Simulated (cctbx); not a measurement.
# Symmetry from intensities

Cell: a = 6.5520 Å, b = 6.5520 Å, c = 6.5520 Å, α = 90.00°, β = 90.00°, γ = 90.00°. Expected content of the cell: Sn4 Cu8 Li4 H24.

The data are simulated with cctbx, not measured: Ag Kα, λ = 0.56087 Å, to d = 0.7 Å, 70 % of the full sphere, strongest reflection 70000 counts, noise from counting, a 3 % proportional error and a noise floor of 4 counts (s.d.); no absorption, some extinction.

A first pass over the reflections prints:

```text
2420 reflections to d = 0.707 A
centring   violations  <I/sigma> of those
    A          0 of  1215     -0.0
    B          0 of  1209     -0.0
    C          0 of  1182      0.0
    I        308 of  1220      6.9
    R        305 of  1606      5.4
    F          0 of  1803     -0.0
Laue class    unique    Rint  (classes that these axes allow; Friedel mates merged)
F m m m           137   0.024
F m -3             49   0.025
F m -3 m           38   0.026
space group    extra absences  I>4sigma  <I/sigma>
F 4 3 2                 0          0         -  acentric
F -4 3 m                0          0         -  acentric
F m -3 m                0          0         -  centric
Wilson B = 2.16 A^2   <|E^2-1|> = 0.727 (0.968 centric, 0.736 acentric)   E^2>4: 0.0 %
shell (A)         n   <I/sigma>
 3.78 - 1.03     16     81.6
 1.03 - 0.82     10     89.2
 0.82 - 0.71     12     73.7
```

**Question.** What are the lattice type, the Laue class and the likely space group?

The reflections that A, B, C and F centring forbids are absent (⟨I/σ⟩ near 0), so the lattice is F. F holds A, B and C together.

Rint stays low (0.024 to 0.026) up to F m -3 m, the highest class in these axes.

3 settings pass the absence test. No glide or screw absences show, which leaves F 4 3 2, F -4 3 m and F m -3 m.

⟨|E²−1|⟩ = 0.727 leans to a non-centrosymmetric structure. Here that hint misleads: the statistic assumes many like atoms on general positions, and few, heavy or special-position atoms break it. The Wilson B of 2.16 Å² means U ≈ 0.0274 Å².

The true group is Fm-3m (no. 225), Laue class m-3m, centrosymmetric. The tables only narrow the choice to the tied entries; cell content, site symmetry and trial solutions must settle it.

The model was made for the exercise: a known structure type with other elements put in, its volume estimated, not relaxed; displacement parameters are assumed.

[Logs are printed without paths, hosts, clocks, repeated set-up lines and the standing remarks that a program may print on its own settings, such as how far it seeks lower states.]
